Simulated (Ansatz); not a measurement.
# Relaxing a frame of liquid (Cs,Rb)F from 1000 K (78 atoms)

Wanted: the relaxed structure of a frame of liquid (Cs,Rb)F from 1000 K (78 atoms) and its electronic structure.

Main program and level: Ansatz 0.2.0; Kohn-Sham DFT, PBE, PAW (set soft_2), plane waves.

### Step 1. The structure

The cell holds 78 atoms: 20 Cs, 19 Rb and 39 F. Cell: a = 13.238 Å, b = 13.238 Å, c = 13.238 Å, α = 90.0°, β = 90.0°, γ = 90.0°. 78 atoms (20 Cs, 19 Rb, 39 F) placed at random at 3.13 g/cm³, melted at 1600 K for 10 ps at fixed volume with the Lennard-Jones and Coulomb ion parameters for SPC/E (Joung and Cheatham, J. Phys. Chem. B 112, 9020 (2008)), full charges. Snapshot at the end of a hold of 15 ps at 1000 K and zero pressure.

What the set-up can't give: The network of bonds at the start is that of the classical potential that made the cell. The ion parameters were fitted for water, not for melts, so the density of this cell may lie well off the real melt's. Only the Γ point is sampled, in a cell whose shortest periodic width is 13 Å. The levels lack spin–orbit coupling, which is large for the heavy elements here.

### Step 2. Single point at the start

The forces at the start show how far the geometry lies from a minimum of this functional.

input.yaml reads:

```yaml
crystal:
  lattice:
    - [13.23787, 0.0, 0.0]
    - [0.0, 13.23787, 0.0]
    - [0.0, 0.0, 13.23787]
  atoms:
    - { symbol: Cs, position: [0.54926, 0.28922, 0.4685] }
    - { symbol: Cs, position: [0.08483, 0.06157, 0.69008] }
    - { symbol: Cs, position: [0.32846, 0.08872, 0.44493] }
    - { symbol: Cs, position: [0.05279, 0.56644, 0.73795] }
    - { symbol: Cs, position: [0.46094, 0.9726, 0.73647] }
    - { symbol: Cs, position: [0.63138, 0.56961, 0.28827] }
    - { symbol: Cs, position: [0.82514, 0.01278, 0.5023] }
    - { symbol: Cs, position: [0.91267, 0.28375, 0.87645] }
    - { symbol: Cs, position: [0.88617, 0.83926, 0.8064] }
    - { symbol: Cs, position: [0.79482, 0.56831, 0.96768] }
    - { symbol: Cs, position: [0.03899, 0.35586, 0.14281] }
    - { symbol: Cs, position: [0.23993, 0.09355, 0.9379] }
    - { symbol: Cs, position: [0.88602, 0.60773, 0.43775] }
    - { symbol: Cs, position: [0.67928, 0.13168, 0.66727] }
    - { symbol: Cs, position: [0.62014, 0.88865, 0.92116] }
    - { symbol: Cs, position: [0.21002, 0.49734, 0.00183] }
    - { symbol: Cs, position: [0.26697, 0.28594, 0.64274] }
    - { symbol: Cs, position: [0.97367, 0.03139, 0.10646] }
    - { symbol: Cs, position: [0.30862, 0.74311, 0.77713] }
    - { symbol: Cs, position: [0.82403, 0.80526, 0.23031] }
    - { symbol: Rb, position: [0.78403, 0.27132, 0.27976] }
    - { symbol: Rb, position: [0.55147, 0.59386, 0.8638] }
    - { symbol: Rb, position: [0.15313, 0.91987, 0.29483] }
    - { symbol: Rb, position: [0.61481, 0.04334, 0.31278] }
    - { symbol: Rb, position: [0.95245, 0.1996, 0.43103] }
    - { symbol: Rb, position: [0.22605, 0.6852, 0.36435] }
    - { symbol: Rb, position: [0.13126, 0.40794, 0.42441] }
    - { symbol: Rb, position: [0.67075, 0.13064, 0.03551] }
    - { symbol: Rb, position: [0.00462, 0.6442, 0.15041] }
    - { symbol: Rb, position: [0.14623, 0.84649, 0.98452] }
    - { symbol: Rb, position: [0.3704, 0.80478, 0.10518] }
    - { symbol: Rb, position: [0.72293, 0.43401, 0.64274] }
    - { symbol: Rb, position: [0.49726, 0.31768, 0.8773] }
    - { symbol: Rb, position: [0.38446, 0.4525, 0.24832] }
    - { symbol: Rb, position: [0.08979, 0.80963, 0.5489] }
    - { symbol: Rb, position: [0.68716, 0.74574, 0.6154] }
    - { symbol: Rb, position: [0.47835, 0.85434, 0.47426] }
    - { symbol: Rb, position: [0.39459, 0.552, 0.58058] }
    - { symbol: Rb, position: [0.34996, 0.22287, 0.21499] }
    - { symbol: F, position: [0.87879, 0.05242, 0.28893] }
    - { symbol: F, position: [0.69227, 0.52093, 0.46939] }
    - { symbol: F, position: [0.49572, 0.7235, 0.67815] }
    - { symbol: F, position: [0.11224, 0.77545, 0.79283] }
    - { symbol: F, position: [0.7143, 0.95227, 0.74186] }
    - { symbol: F, position: [0.35896, 0.30823, 0.40624] }
    - { symbol: F, position: [0.83651, 0.21258, 0.08521] }
    - { symbol: F, position: [0.19041, 0.00658, 0.11028] }
    - { symbol: F, position: [0.26206, 0.88434, 0.44809] }
    - { symbol: F, position: [0.99489, 0.78018, 0.33329] }
    - { symbol: F, position: [0.18881, 0.72862, 0.15007] }
    - { symbol: F, position: [0.73307, 0.64904, 0.79548] }
    - { symbol: F, position: [0.17961, 0.48536, 0.23054] }
    - { symbol: F, position: [0.51583, 0.04494, 0.54681] }
    - { symbol: F, position: [0.46004, 0.34239, 0.64417] }
    - { symbol: F, position: [0.0439, 0.04119, 0.90258] }
    - { symbol: F, position: [0.27494, 0.10725, 0.72335] }
    - { symbol: F, position: [0.88145, 0.17023, 0.6634] }
    - { symbol: F, position: [0.17612, 0.61567, 0.54039] }
    - { symbol: F, position: [0.00337, 0.47023, 0.95384] }
    - { symbol: F, position: [0.58103, 0.2489, 0.22322] }
    - { symbol: F, position: [0.11371, 0.0765, 0.49297] }
    - { symbol: F, position: [0.70358, 0.3874, 0.84161] }
    - { symbol: F, position: [0.08668, 0.38723, 0.66002] }
    - { symbol: F, position: [0.52284, 0.56517, 0.08902] }
    - { symbol: F, position: [0.91997, 0.7388, 0.60248] }
    - { symbol: F, position: [0.79184, 0.6151, 0.17472] }
    - { symbol: F, position: [0.44809, 0.61353, 0.40294] }
    - { symbol: F, position: [0.36092, 0.90239, 0.90444] }
    - { symbol: F, position: [0.7274, 0.20386, 0.46333] }
    - { symbol: F, position: [0.34579, 0.57999, 0.86794] }
    - { symbol: F, position: [0.56498, 0.11354, 0.86272] }
    - { symbol: F, position: [0.94299, 0.80518, 0.03809] }
    - { symbol: F, position: [0.70906, 0.8538, 0.44259] }
    - { symbol: F, position: [0.31186, 0.31469, 0.02454] }
    - { symbol: F, position: [0.9344, 0.42548, 0.31631] }
    - { symbol: F, position: [0.65945, 0.91631, 0.11893] }
    - { symbol: F, position: [0.43711, 0.97352, 0.30421] }
    - { symbol: F, position: [0.11904, 0.23696, 0.29519] }
kpoints:
  mp_grid: { grid: [1, 1, 1] }
hamiltonian:
  xc: pbe
scf:
  occupations: { method: fixed }
output:
  forces: true
  stress: true
  populations: true
  dos:
    method: { smearing: { sigma: 0.1 } }
    de: 0.1
    projected: { site_lists: { Cs: [Cs], F: [F], Rb: [Rb] } }
  eigenvalues: true
```

Launch:

```
ansatz run input.yaml --threads 4 --pin off --max-ram 8192MiB --backend cpu --events-out ev --progress --plain --runs-dir out
```

Numbers of over 12 decimals in the logs are rounded to 6 here.

What it wrote:

```text
Engine: ansatz 0.2.0, aarch64-unknown-linux-gnu
Pseudopotentials: kind: paw
Pseudopotential: Cs, paw, valence charge 9, recommended cutoff 420 eV (normal), Cs.paw.azcp
Pseudopotential: Rb, paw, valence charge 9, recommended cutoff 420 eV (normal), Rb.paw.azcp
Pseudopotential: F, paw, valence charge 7, recommended cutoff 420 eV (normal), F.paw.azcp
[... 5 lines on functional and potentials left out ...]
Crystal: 78 atoms, lattice volume = 2319.820 Å³
Basis set: ecut = 420 eV, 45385 PW (Γ), exchange–correlation on 180×180×180 points (8 copies of the dense FFT grid, shifted against one another)
Bands: 390, of which v1, the nominal top of the filled ones, is band 312 counted from 1 (311 counted from 0)
Symmetry: 1 space group operations
Space group: P1 (ITA 1), of the structure as read, at distance tolerance 1.3e-4 Å
k-points: 1
[... 7 lines on functional and potentials left out ...]
Initial density: superposition of atomic densities (neutral atoms: chi_scale 0, normalization atom), corrected by the library's trained network
Initial wavefunctions: pseudopotential atomic-orbital guess
Functional: x = pbe(κ = 0.804, μ = 0.219515), c = pbe(β = 0.066725)
SCF iter   1: F=—  HF=-207104.655335 eV  |F-HF|=—  |Δ(HF+E_count)|=         —  Δρ=1.20e-3  dr2=6.50e-2  ethr=1.77e-3  ⟨swp⟩=5.0  Hψ=1397  notcnv=0  defer=76
preconditioner: auto → Resta (q_TF=auto, 2.192 Å⁻¹)  ε∞=2.8  [insulator: Δε(μ)=3.677 eV  Ē_g=13.967 eV  n_scr=436 (ndim 8)  ℏωp=18.7 eV  f_vac=0.192  ε∞_Penn≈2.8]
SCF iter   2: F=—  HF=-207104.647728 eV  |F-HF|=—  |Δ(HF+E_count)|=   7.61e-3  Δρ=7.15e-4  dr2=1.74e-2  ethr=1.04e-5  ⟨swp⟩=3.0  Hψ=746  notcnv=0  defer=76
SCF iter   3: F=—  HF=-207104.646609 eV  |F-HF|=—  |Δ(HF+E_count)|=   1.12e-3  Δρ=3.92e-4  dr2=6.32e-3  ethr=2.80e-6  ⟨swp⟩=2.0  Hψ=612  notcnv=0  defer=76
SCF iter   4: F=—  HF=-207104.645478 eV  |F-HF|=—  |Δ(HF+E_count)|=   1.13e-3  Δρ=1.20e-4  dr2=4.98e-4  ethr=1.01e-6  ⟨swp⟩=2.0  Hψ=601  notcnv=0  defer=76
SCF iter   5: F=—  HF=-207104.645542 eV  |F-HF|=—  |Δ(HF+E_count)|=   6.47e-5  Δρ=6.24e-5  dr2=7.22e-5  ethr=7.97e-8  ⟨swp⟩=2.0  Hψ=601  notcnv=0  defer=76
SCF iter   6: F=—  HF=-207104.645549 eV  |F-HF|=—  |Δ(HF+E_count)|=   7.04e-6  Δρ=3.41e-5  dr2=1.90e-5  ethr=1.16e-8  ⟨swp⟩=2.0  Hψ=698  notcnv=0  defer=76
SCF iter   7: F=—  HF=-207104.645549 eV  |F-HF|=—  |Δ(HF+E_count)|=   3.14e-7  Δρ=5.53e-6  dr2=9.78e-7  ethr=3.05e-9  ⟨swp⟩=2.0  Hψ=610  notcnv=0  defer=76
SCF iter   8: F=—  HF=-207104.645550 eV  |F-HF|=—  |Δ(HF+E_count)|=   7.69e-7  Δρ=3.63e-6  dr2=2.39e-7  ethr=1.57e-10  ⟨swp⟩=2.0  Hψ=610  notcnv=0  defer=76
SCF iter   9: F=-207104.645550 eV  HF=-207104.645550 eV  |F-HF|=5.36e-9  |Δ(HF+E_count)|=   9.66e-9  Δρ=1.32e-6  dr2=3.22e-8  ethr=1.60e-11  ⟨swp⟩=18.0  Hψ=2929  notcnv=0
SCF 1 converged in 9 iterations: F = -207104.645550 eV  dr2 = 3.22e-8
  greatest PAW one-centre occupation: 0.973 electrons in one spin orbital (limit 2), on the Rb atom at site 29 (counted from 0), in its partial waves of l = 0
SCF converged after 9 iterations
Free energy (F): -207104.645550 eV
Harris-Foulkes:  -207104.645550 eV  (|F-HF|=5.36e-9)
Internal energy: -207104.645550 eV  (E = F + TS)
E sigma→0 (E₀):  -207104.645550 eV
Fermi energy:    2.064379 eV
--- Per-component energies (eV) ---
  E_band       = -3949.511731
  E_kinetic    = 14604.347381
  E_local      = -46098.817044  (includes V_loc(G=0)·N_el)
  E_nonlocal   = 6749.284624
  E_hartree    = 16832.953614
  E_xc         = -9138.933160
  E_vxc        = -9194.721129  (∫ρ·V_xc dr)
  E_paw        = -158882.735170  (= ΣΔE_a)
  E_vpaw       = -3675.600138  (= ΣTr[D̂ρ^β])
  E_aug_tail   = 0.080006  (compensation charges beyond the density's cutoff)
  E_ewald      = -31170.825801
  E_smearing   = -0.000000  (= −TS)
  E_closure    = 0.000000  (closes the sum)
  Σ components = -207104.645550   (vs F -207104.645550, Δ=0.00e0)
--- Forces (eV/Å), atoms counted from 1 ---
  atom   1  Cs    -0.11877981     0.27623639    -0.23381328
  atom   2  Cs    -0.70437447    -0.11569541     0.18498209
  atom   3  Cs    -0.44191778    -0.10855805     0.26221206
  atom   4  Cs    -0.10587303     0.26582873    -0.04158446
  atom   5  Cs    -0.39451389     0.53940319    -0.43989434
  atom   6  Cs    -0.46066989     0.12270373    -0.60051613
  atom   7  Cs     0.20562106    -1.20232657    -0.23965035
  atom   8  Cs    -0.12702747    -0.20148340    -0.23056929
  atom   9  Cs     0.46437862    -0.09974420     0.12869615
  atom  10  Cs     0.29551898    -0.43655572     0.49566754
  atom  11  Cs    -0.35884031    -0.57364143     0.43333276
  atom  12  Cs     0.53951131     0.59987406    -0.08381227
  atom  13  Cs     0.18391389    -0.03404354    -0.20289452
  atom  14  Cs    -0.48610196     0.81590467     0.69659196
[...]
atom  77  F     -0.22848670    -0.12063765    -0.23232069
  atom  78  F      0.09449424     0.11937586     0.09883490
  max |Σ_I F_I| component: 3.61e-5 eV/Å
--- Stress (GPa, compression-positive) ---
        0.932359       0.212820       0.135025
        0.212820       0.577855      -0.639205
        0.135025      -0.639205       0.364351
  P = ⅓ Tr σ = 0.6249 GPa (6.249 kbar)
--- Band table (eV) ---
  k-point 0: bands = ["-23.5594", "-23.4621", "-23.3499", "-23.2791", [... 374 levels ...], "9.5374", "9.5433", "9.5983", "9.6051", "9.6620", "9.6857", "9.7313", "9.7433", "9.7479", "9.7802", "9.8062", "9.8337"]
--- Löwdin populations: 78 sites ---
  site symbol       q [e]
     0     Cs      8.0646
     1     Cs      8.0728
     2     Cs      8.0665
[...]
77      F      7.7863
  spilling = 0.006571 (of n_electrons = 624.000000)
```

Elapsed: 60 s, on 4 threads of Arm Neoverse N1, shared host; peak memory 2.7 GiB; 3.9 min of CPU time.

Reading the cycles: dr2 is the Hartree energy of the density residual (eV), the measure of convergence; HF is the Harris–Foulkes estimate of the energy, which meets the free energy F at convergence.

Numbers from this run:

```yaml
free_energy: -207104.6455 eV
free_energy_per_atom: -2655.1878 eV/atom
scf_cycles: 9
pressure: 0.6249 GPa
r_m_s_force_component: 0.3421 eV/Å
longest_force: 1.402 eV/Å
fermi_energy: 2.064 eV
spacing_of_highest_filled_and_lowest_empty_level: 3.749 eV
spilling_of_the_projection: 0.006571
```

The r.m.s. force component of 0.34 eV/Å and the pressure of 0.62 GPa set the starting point.

Length of the force by element:

```csv
element,coordination,atoms,mean length of the force (eV/Å),spread,least,most
Cs,all,20,0.656,0.319,0.276,1.40
F,all,39,0.478,0.222,0.127,0.962
Rb,all,19,0.488,0.268,0.0714,1.20
```

### Step 3. Relaxation

With the cell held, the atoms are moved downhill towards a nearby minimum.

input.yaml, the sections that differ from step 2:

```yaml
output:
  forces: true
relax:
  f_tol: 0.05
  max_steps: 200
# crystal, kpoints, hamiltonian, scf: as in step 2
```

What it wrote:

```text
[...]
Crystal: 78 atoms, lattice volume = 2319.820 Å³
Basis set: ecut = 420 eV, 45385 PW (Γ), exchange–correlation on 180×180×180 points (8 copies of the dense FFT grid, shifted against one another)
Bands: 390, of which v1, the nominal top of the filled ones, is band 312 counted from 1 (311 counted from 0)
Symmetry: 1 space group operations
[...]
k-points: 1
[...]
SCF iter   1: F=—  HF=-207104.654219 eV  |F-HF|=—  |Δ(HF+E_count)|=         —  Δρ=1.19e-3  dr2=6.44e-2  ethr=1.77e-3  ⟨swp⟩=5.0  Hψ=1300  notcnv=0  defer=74
[...]
SCF iter   6: F=-207104.645541 eV  HF=-207104.645549 eV  |F-HF|=8.36e-6  |Δ(HF+E_count)|=   4.34e-6  Δρ=3.37e-5  dr2=1.86e-5  ethr=1.00e-8  ⟨swp⟩=4.0  Hψ=1134  notcnv=0
SCF 1 converged in 6 iterations: F = -207104.645541 eV  dr2 = 1.86e-5
[...]
relax step   1: F+E_penalty+E_count = -207104.64554055 eV  Δ(F+E_penalty+E_count) = +0.000e0 eV  max|allowed force component| = 1.202e0 eV/Å  Δτ_max = 0.0000 Å  (6 SCF iters, dr2 threshold 6.25e-5 eV, accepted)
[...]
relax step   2: F+E_penalty+E_count = -207107.34811992 eV  Δ(F+E_penalty+E_count) = -2.703e0 eV  max|allowed force component| = 4.259e-1 eV/Å  Δτ_max = 0.1950 Å  (7 SCF iters, dr2 threshold 9.03e-5 eV, accepted)
[...]
relax step   3: F+E_penalty+E_count = -207108.84510585 eV  Δ(F+E_penalty+E_count) = -1.497e0 eV  max|allowed force component| = 3.208e-1 eV/Å  Δτ_max = 0.1967 Å  (7 SCF iters, dr2 threshold 1.13e-5 eV, accepted)
relax step   4: F+E_penalty+E_count = -207109.66562873 eV  Δ(F+E_penalty+E_count) = -8.205e-1 eV  max|allowed force component| = 2.843e-1 eV/Å  Δτ_max = 0.1940 Å  (7 SCF iters, dr2 threshold 1.29e-5 eV, accepted)
relax step   5: F+E_penalty+E_count = -207110.16260658 eV  Δ(F+E_penalty+E_count) = -4.970e-1 eV  max|allowed force component| = 2.270e-1 eV/Å  Δτ_max = 0.1936 Å  (6 SCF iters, dr2 threshold 4.58e-5 eV, accepted)
relax step   6: F+E_penalty+E_count = -207110.64969583 eV  Δ(F+E_penalty+E_count) = -4.871e-1 eV  max|allowed force component| = 1.923e-1 eV/Å  Δτ_max = 0.2000 Å  (7 SCF iters, dr2 threshold 3.29e-5 eV, accepted)
relax step   7: F+E_penalty+E_count = -207111.04897312 eV  Δ(F+E_penalty+E_count) = -3.993e-1 eV  max|allowed force component| = 1.309e-1 eV/Å  Δτ_max = 0.1948 Å  (7 SCF iters, dr2 threshold 2.36e-5 eV, accepted)
relax step   8: F+E_penalty+E_count = -207111.37409601 eV  Δ(F+E_penalty+E_count) = -3.251e-1 eV  max|allowed force component| = 1.324e-1 eV/Å  Δτ_max = 0.1948 Å  (7 SCF iters, dr2 threshold 7.94e-6 eV, accepted)
relax step   9: F+E_penalty+E_count = -207111.58255109 eV  Δ(F+E_penalty+E_count) = -2.085e-1 eV  max|allowed force component| = 1.167e-1 eV/Å  Δτ_max = 0.1941 Å  (8 SCF iters, dr2 threshold 8.12e-6 eV, accepted)
relax step  10: F+E_penalty+E_count = -207111.81935064 eV  Δ(F+E_penalty+E_count) = -2.368e-1 eV  max|allowed force component| = 9.076e-2 eV/Å  Δτ_max = 0.2000 Å  (7 SCF iters, dr2 threshold 1.06e-5 eV, accepted)
relax step  11: F+E_penalty+E_count = -207111.99933910 eV  Δ(F+E_penalty+E_count) = -1.800e-1 eV  max|allowed force component| = 6.908e-2 eV/Å  Δτ_max = 0.1954 Å  (8 SCF iters, dr2 threshold 4.98e-6 eV, accepted)
relax step  12: F+E_penalty+E_count = -207112.11469918 eV  Δ(F+E_penalty+E_count) = -1.154e-1 eV  max|allowed force component| = 1.020e-1 eV/Å  Δτ_max = 0.1963 Å  (7 SCF iters, dr2 threshold 2.76e-6 eV, accepted)
relax step  13: F+E_penalty+E_count = -207112.20963465 eV  Δ(F+E_penalty+E_count) = -9.494e-2 eV  max|allowed force component| = 1.043e-1 eV/Å  Δτ_max = 0.1963 Å  (7 SCF iters, dr2 threshold 6.03e-6 eV, accepted)
relax step  14: F+E_penalty+E_count = -207112.28714191 eV  Δ(F+E_penalty+E_count) = -7.751e-2 eV  max|allowed force component| = 1.730e-1 eV/Å  Δτ_max = 0.1909 Å  (8 SCF iters, dr2 threshold 1.09e-5 eV, accepted)
relax step  15: F+E_penalty+E_count = -207112.37199142 eV  Δ(F+E_penalty+E_count) = -8.485e-2 eV  max|allowed force component| = 1.007e-1 eV/Å  Δτ_max = 0.1968 Å  (7 SCF iters, dr2 threshold 2.99e-5 eV, accepted)
relax step  16: F+E_penalty+E_count = -207112.45927452 eV  Δ(F+E_penalty+E_count) = -8.728e-2 eV  max|allowed force component| = 7.560e-2 eV/Å  Δτ_max = 0.1904 Å  (7 SCF iters, dr2 threshold 3.44e-6 eV, accepted)
relax step  17: F+E_penalty+E_count = -207112.55110871 eV  Δ(F+E_penalty+E_count) = -9.183e-2 eV  max|allowed force component| = 5.267e-2 eV/Å  Δτ_max = 0.2000 Å  (10 SCF iters, accepted)
relax step  18: F+E_penalty+E_count = -207112.63260066 eV  Δ(F+E_penalty+E_count) = -8.149e-2 eV  max|allowed force component| = 1.032e-1 eV/Å  Δτ_max = 0.1968 Å  (10 SCF iters, accepted)
relax step  19: F+E_penalty+E_count = -207112.68456817 eV  Δ(F+E_penalty+E_count) = -5.197e-2 eV  max|allowed force component| = 8.323e-2 eV/Å  Δτ_max = 0.1980 Å  (7 SCF iters, dr2 threshold 5.17e-6 eV, accepted)
relax step  20: F+E_penalty+E_count = -207112.72482915 eV  Δ(F+E_penalty+E_count) = -4.026e-2 eV  max|allowed force component| = 8.313e-2 eV/Å  Δτ_max = 0.1952 Å  (7 SCF iters, dr2 threshold 4.50e-6 eV, accepted)
relax step  21: F+E_penalty+E_count = -207112.75892939 eV  Δ(F+E_penalty+E_count) = -3.410e-2 eV  max|allowed force component| = 3.737e-2 eV/Å  Δτ_max = 0.1951 Å  (7 SCF iters, dr2 threshold 4.49e-6 eV, accepted)
relax step  22: F+E_penalty+E_count = -207112.75892988 eV  Δ(F+E_penalty+E_count) = -4.938e-7 eV  max|allowed force component| = 3.738e-2 eV/Å  Δτ_max = 0.0000 Å  (4 SCF iters, accepted)
[...]
relax step  23: F+E_penalty+E_count = -207112.77206454 eV  Δ(F+E_penalty+E_count) = -1.313e-2 eV  max|allowed force component| = 4.843e-2 eV/Å  Δτ_max = 0.1275 Å  (8 SCF iters, accepted)
SCF converged after 8 iterations
Free energy (F): -207112.772065 eV
[...]
Internal energy: -207112.772065 eV  (E = F + TS)
E sigma→0 (E₀):  -207112.772065 eV
Fermi energy:    1.366681 eV
[...]
--- Forces (eV/Å), atoms counted from 1 ---
  atom   1  Cs     0.00168259    -0.01266266    -0.00692110
  atom   2  Cs     0.00626440    -0.01798400     0.00038483
  atom   3  Cs     0.01497214     0.00134455     0.00875800
  atom   4  Cs    -0.01209742     0.01539597     0.00887164
  atom   5  Cs    -0.03443179     0.00550588    -0.03981809
  atom   6  Cs     0.02021607    -0.00485188     0.01092205
  atom   7  Cs     0.00015224    -0.02514582    -0.00076389
  atom   8  Cs     0.01214213    -0.00848724    -0.01028565
  atom   9  Cs    -0.00469832     0.01609106     0.00073683
  atom  10  Cs     0.00244589     0.01332501     0.00904497
  atom  11  Cs     0.00735100     0.00307406     0.01421302
  atom  12  Cs     0.01135956     0.00556076     0.00138782
  atom  13  Cs     0.00573167     0.01945375    -0.00410097
  atom  14  Cs     0.03058351     0.00549456    -0.01461002
[...]
atom  77  F      0.00937881     0.00082456     0.00030216
  atom  78  F      0.00775598    -0.00192666    -0.00977443
  max |Σ_I F_I| component: 3.22e-5 eV/Å
--- Relaxed structure (23 steps of the walk, 23 accepted, 0 SCFs on fresh bases) ---
  F+E_penalty+E_count = -207112.77206454 eV   max|allowed force component| = 4.843e-2 eV/Å
  atoms:
    - { symbol: Cs, position: [0.546604, 0.265521, 0.469414] }
    - { symbol: Cs, position: [0.072416, 0.041872, 0.743038] }
    - { symbol: Cs, position: [0.254954, 0.080768, 0.499577] }
    - { symbol: Cs, position: [0.049950, 0.557020, 0.705791] }
[...]
- { symbol: F, position: [0.182038, 0.170653, 0.317595] }
```

Elapsed: 11 min, on 4 threads; peak memory 2.5 GiB; 45 min of CPU time.

Relaxation path (22 of 23):

```csv
step,energy less that of the first step (eV),largest force component (eV/Å)
1,0.0000,1.2023
2,-2.7026,0.4259
3,-4.1996,0.3208
4,-5.0201,0.2843
5,-5.5171,0.2270
6,-6.0042,0.1923
7,-6.4034,0.1309
8,-6.7286,0.1324
9,-6.9370,0.1167
10,-7.1738,0.0908
11,-7.3538,0.0691
13,-7.5641,0.1043
14,-7.6416,0.1730
15,-7.7264,0.1007
16,-7.8137,0.0756
17,-7.9056,0.0527
18,-7.9871,0.1032
19,-8.0390,0.0832
20,-8.0793,0.0831
21,-8.1134,0.0374
22,-8.1134,0.0374
23,-8.1265,0.0484
```

The atoms that moved most (Å):

```csv
atom,dx,dy,dz,length
F76,0.721,1.306,-0.272,1.516
Rb25,0.171,0.449,1.418,1.497
F55,0.421,1.347,0.495,1.496
F67,-0.533,0.605,-1.227,1.468
F61,-1.018,-0.824,0.436,1.381
F68,0.719,-1.145,0.074,1.354
Rb39,0.047,-1.347,-0.061,1.349
F42,-0.484,0.625,-1.020,1.291
```

The relaxation changed the energy by -104 meV/atom, and atoms moved by 0.86 Å r.m.s., 1.5 Å at most.

[end of part 1 of 2]

[Logs are printed without paths, hosts, clocks, repeated set-up lines and the standing remarks that a program may print on its own settings, such as how far it seeks lower states.]

[Hosts, paths, dates, database ids (printed as entryN), source tags and the programs' standing remarks are cut or masked in the printed files.]
